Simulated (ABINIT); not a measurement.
# Calculated records

```
! title: A GW chain in ABINIT: Ga2O3 (R-3c)
! method: RPA screening on LDA, plane waves, norm-conserving pseudopotentials (and 2 further levels or steps)
! program: ABINIT 10.8.3
! settings: cutoff 45 Ha, PseudoDojo scalar-relativistic 0.4.1 stringent, norm-conserving, potential set dojo-sr-lda-0.4.1-stringent, ngkpt (2, 2, 2), nband 211, ecuteps 3.9 Ha, inclvkb 2, shiftk (0, 0, 0), symchi 1, awtr 1, frequency ppm, 2×2×2 k-mesh
! cost: 5 runs, 11 min in all on 4 MPI ranks of Arm Neoverse V1, shared host
! notes: The cell and positions are those that the Materials Project relaxed with its own functionals (PBE, PBE+U or r2SCAN), kept fixed. This is not the form that Ga2O3 usually takes at ambient conditions. Limits: no spin-orbit coupling. Local fields lower the RPA ε∞ on this mesh from 5.29 to 5.08; a Γ-centred mesh this coarse tends to raise both, most where the direct gap is narrow, while a short band sum lowers them. The 2×2×2 mesh is coarse for this cell, which bears on the long-range parts of exchange and screening.
! LDA gap: 2.74 eV, indirect
! G0W0 gap on the mesh: 4.61 eV
! G0W0 gap over the zone (rigid shift): 4.47 eV
! GW settings: 2×2×2 mesh, 211 bands, screening to 106.1 eV, Godby-Needs plasmon pole
! known limits: short of the basis limit; no spin-orbit coupling; coarse k mesh
CELL_PARAMETERS angstrom
2.49870 1.44262 4.48355
-2.49870 1.44262 4.48355
0.00000 -2.88525 4.48355
ATOMIC_POSITIONS crystal
Ga 0.85559 0.85559 0.85559
Ga 0.64441 0.64441 0.64441
Ga 0.14441 0.14441 0.14441
Ga 0.35559 0.35559 0.35559
O 0.75000 0.44683 0.05317
O 0.44683 0.05317 0.75000
O 0.05317 0.75000 0.44683
O 0.25000 0.55317 0.94683
O 0.94683 0.25000 0.55317
O 0.55317 0.94683 0.25000
```

[Long decimals in the printed logs are rounded to 6 places.]

[Logs are printed without paths, hosts, clocks, repeated set-up lines and the standing remarks that a program may print on its own settings, such as how far it seeks lower states.]

[Paths, hosts, dates, memory and timing lines, banners, echoed tables and standing remarks are left out of the program output; an Ansatz launch command may be rebuilt from the run's recorded settings. Measured values are a selection of at most five: reports struck by readers or far from the other reports are left out. None is set beside runs whose start may be inverted or whose files or cutoffs have a known fault.]

[Runs of the session that timed out or met a known fault of the program may be left out.]

[Hosts, paths, dates, database ids (printed as entryN), source tags and the programs' standing remarks are cut or masked in the printed files.]

[G0W0 gaps are taken among the corrected bands and points alone; a level outside them can change the order at an edge.]

[Where Ansatz stands beside ABINIT at settings called matched, ABINIT's density can come from a denser mesh and the files from another edition; pairs whose starting gaps differed by over 0.03 eV were left out, so agreement reads better than it is.]
